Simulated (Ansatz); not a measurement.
An input for Ansatz 0.2.0 (SrTiO3 (I4/mcm)):

```yaml
crystal:
  lattice:
    - [-2.7555, 2.7555, 3.898]
    - [2.7555, -2.7555, 3.898]
    - [2.7555, 2.7555, -3.898]
  atoms:
    - { symbol: Sr, position: [0.75, 0.25, 0.5] }
    - { symbol: Sr, position: [0.25, 0.75, 0.5] }
    - { symbol: Ti, position: [0.0, 0.0, 0.0] }
    - { symbol: Ti, position: [0.5, 0.5, 0.0] }
    - { symbol: O, position: [0.25, 0.25, 0.0] }
    - { symbol: O, position: [0.75, 0.75, 0.0] }
    - { symbol: O, position: [0.7451, 0.2451, 0.9902] }
    - { symbol: O, position: [0.2451, 0.2549, 0.5] }
    - { symbol: O, position: [0.2549, 0.7549, 0.0098] }
    - { symbol: O, position: [0.7549, 0.7451, 0.5] }
kpoints:
  mp_grid: { grid: [4, 4, 4] }
hamiltonian:
  xc: pbe
  pseudopotentials: { kind: paw, azcp: { folder: soft_1 } }
scf:
  occupations: { method: fixed }
gw:
  n_empty_bands: 268
  ecut_chi: 300
  qp_bands: [v3, c3]
  qp_kpoints: band_edges
  screening: { model: contour_deformation }
```

```sh
ansatz run input.yaml --threads 2 --pin off --max-ram 73728MiB --backend cuda --events-out ev --progress --plain --runs-dir out --devices 1 --max-vram 13GiB
```

**Question.** Estimate wall time and host memory on 1 × NVIDIA H100 80GB HBM3 (shared by 6 runs) with 2 threads of AMD EPYC 7R13 (Zen 3), shared host.

It took 32 s; on shared hardware allow 16 s to 64 s. Peak host memory was 5.1 GiB. The sizes that set the cost: 2277 plane waves a state, 13 irreducible k points, 308 bands summed, 1411 plane waves in the screening and 10 SCF cycles.

The screening grows as filled bands × empty bands × pairs of k points, times the square of the screening basis for the matrix.

[Paths, hosts, dates, memory and timing lines, banners, echoed tables and standing remarks are left out of the program output.]

[Logs are printed without paths, hosts, clocks, repeated set-up lines and the standing remarks that a program may print on its own settings, such as how far it seeks lower states.]

[Runs of the session that timed out or met a known fault of the program may be left out.]

[Cells called generated may have been cut or substituted from an entry of the Crystallography Open Database or the Materials Project.]

[Hosts, paths, dates, database ids (printed as entryN), source tags and the programs' standing remarks are cut or masked in the printed files.]
